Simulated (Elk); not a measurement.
**GdRhPb3: moments or none**

Wanted: the moments of GdRhPb3 and the energy gained by spin polarisation.

Method: LDA (Perdew-Wang); all-electron APW+lo, Dirac cores, scalar-relativistic bands, in Elk 11.2.3 (patched build).

This is a report of a sequence of runs, with most program output left out.

## 1. Set-up

The structure is tetragonal, space group I4mm (No. 107). The conventional cell has a = 4.508 Å, b = 4.508 Å, c = 10.583 Å, α = 90.00°, β = 90.00°, γ = 90.00°. Nearest to Gd lie 12 Pb at 3.32 to 3.56 Å and 5 Rh at 3.57 to 3.68 Å. Pb has 1 Rh at 2.55 Å and 4 Pb at 2.76 Å and 4 Gd at 3.32 Å nearest. Pb has 2 Rh at 2.53 Å and 6 Pb at 2.76 to 3.19 Å and 4 Gd at 3.39 to 3.56 Å nearest. Nearest to Rh lie 5 Pb at 2.53 to 2.55 Å and 5 Gd at 3.57 to 3.68 Å. invented: EuSi3Rh (I4mm) with Pb for Si, Gd for Eu. Farther neighbours are not listed.

Coordinates:

```cif
data_structure
_symmetry_space_group_name_H-M 'P 1'
_symmetry_Int_Tables_number 1
_cell_length_a 6.1773
_cell_length_b 6.1773
_cell_length_c 6.1773
_cell_angle_alpha 137.199
_cell_angle_beta 137.199
_cell_angle_gamma 62.132
_cell_volume 107.53
loop_
_atom_site_label
_atom_site_type_symbol
_atom_site_fract_x
_atom_site_fract_y
_atom_site_fract_z
_atom_site_occupancy
Gd1 Gd 0.00260 0.00260 0.00000 1
Pb2 Pb 0.41406 0.41406 0.00000 1
Pb3 Pb 0.26335 0.76335 0.50000 1
Pb4 Pb 0.76335 0.26335 0.50000 1
Rh5 Rh 0.65464 0.65464 0.00000 1
```

The cell is a made-up one and need not be a known phase.

## 2. Start 1: ferro +

Parallel moments need no larger cell; this start tests for a ferromagnetic state only.

Moments are seeded by fields in the spheres (the last three columns under atoms), set against the wanted direction and reduced each loop.

File elk.in:

```
tasks
  0
  33
  73

xctype
  3

rgkmax
  7.0

nempty
  8

swidth
  0.003

reducebf
  0.6

epsengy
  1e-05

maxscl
  100

lmaxi
  3

spincore
  .true.

spinpol
  .true.

sppath
  './'

avec
  -4.25948992806 4.25948992806 9.99919855009
  4.25948992806 -4.25948992806 9.99919855009
  4.25948992806 4.25948992806 -9.99919855009

atoms
  3
  'Gd.in'
  1
  0.0025952200 0.0025952200 0.0000000000   0.000000 0.000000 -0.375000
  'Pb.in'
  3
  0.4140647300 0.4140647300 0.0000000000   0.000000 0.000000 0.000000
  0.2633481500 0.7633481500 0.5000000000   0.000000 0.000000 0.000000
  0.7633481500 0.2633481500 0.5000000000   0.000000 0.000000 0.000000
  'Rh.in'
  1
  0.6546447500 0.6546447500 0.0000000000   0.000000 0.000000 0.000000

ngridk
  8 8 8

plot3d
  0 0 0
  1 0 0
  0 1 0
  0 0 1
  31 31 31
```

Command:

```console
$ OMP_NUM_THREADS=4 elk
```

Run time: 9.3 min. Hardware: 4 threads of Arm Neoverse V2, shared host; peak memory 0.52 GiB; 37 min of CPU time.

Spin moment in the muffin-tin sphere by atom:

| atom | spin moment in the muffin-tin sphere (μB) |
| --- | --- |
| Gd1 | 6.76 |
| Pb2 | -0.01 |
| Pb3 | -0.01 |
| Pb4 | -0.01 |
| Rh5 | -0.02 |

Numbers from this step:

* density of states at the Fermi level: 3.373 states/eV/cell
* moment between the spheres: 0.06413 μB
* magnetization: 6.766 μB
* final state: ferromagnetic

After 26 cycles the largest moment stands at 6.76 μB.

## 3. Run 2 (no spin polarisation)

This run holds no moments, which gives a state to set the others against.

elk.in, as its differences from that of step 2:

```diff
@@ -2,4 +2,2 @@
   0
-  33
-  73
 
@@ -17,5 +15,2 @@
 
-reducebf
-  0.6
-
 epsengy
@@ -30,5 +25,2 @@
 spincore
-  .true.
-
-spinpol
   .true.
@@ -47,3 +39,3 @@
   1
-  0.0025952200 0.0025952200 0.0000000000   0.000000 0.000000 -0.375000
+  0.0025952200 0.0025952200 0.0000000000   0.000000 0.000000 0.000000
   'Pb.in'
@@ -59,8 +51 @@
   8 8 8
-
-plot3d
-  0 0 0
-  1 0 0
-  0 1 0
-  0 0 1
-  31 31 31
```

Command:

```console
$ OMP_NUM_THREADS=4 elk
```

Elapsed: 9.6 min, on 4 threads; peak memory 0.52 GiB.

The spin moment in the muffin-tin sphere vanishes on all atoms.

Read from the output:

```
final state : non-magnetic
```

It lies 6432 meV a seeded atom over the first start.

## 4. An attempt with other settings

An input with a fault is tried, to see how the program answers.

elk.in, as its differences from that of step 2:

```diff
@@ -2,4 +2,2 @@
   0
-  33
-  73
 
@@ -24,3 +22,3 @@
 maxscl
-  100
+  75
 
@@ -34,2 +32,5 @@
   .true.
+
+ecutwfc
+  40.0
 
@@ -59,8 +60 @@
   8 8 8
-
-plot3d
-  0 0 0
-  1 0 0
-  0 1 0
-  0 0 1
-  31 31 31
```

Command:

```console
$ OMP_NUM_THREADS=4 elk
```

It took 0.01 s on 4 threads; peak memory 0.06 GiB.

The input was rejected at the start.

The program's message: “Error(readinput): invalid block name : ecutwfc”

The fault put into the input: a block that Elk doesn't know.

The block belongs to another program's input and has no meaning here.

## 5. Ranking

These are free energies at a smearing of 0.0816 eV, so its entropy term is in the differences. They are divided by the number of seeded atoms, so that cells of unlike size compare.

Orders:

| start | final state | typed order kept | energy over the lowest (meV a seeded atom) | largest sphere moment (μB) | net moment (μB a primitive cell) | DOS at the Fermi level (states/eV a primitive cell) | mesh matched | CPU time (s) |
| --- | --- | --- | --- | --- | --- | --- | --- | --- |
| ferro + | ferromagnetic | yes | 0 | 6.759 | 6.766 | 3.373 | yes | 2210 |
| no spin polarisation | non-magnetic | - | 6432 | 0 | 0 | 37.05 | yes | 2271 |

## 6. Results

| Item | Value |
| --- | --- |
| lower run | with moments |
| largest site moment | 6.76 μB |
| energy gained by spin polarisation | 6432 meV a seeded atom |

In words: The crystal holds moments, up to 6.76 μB, and gains 6432 meV a seeded atom by them. No antiferromagnetic order was tried, so the session says nothing on how the moments order. The f shell is half filled, so the spin-only picture is fair.

[Logs and program files are shortened in this print: banners, set-up blocks, solver, clock and traceback lines can be left out without a mark of their own.]

[Logs are printed without paths, hosts, clocks, repeated set-up lines and the standing remarks that a program may print on its own settings, such as how far it seeks lower states.]

[Hosts, paths, dates, database ids (printed as entryN), source tags and the programs' standing remarks are cut or masked in the printed files.]

[Where a cell is said to come from a database of computed structures, the database is the Materials Project.]
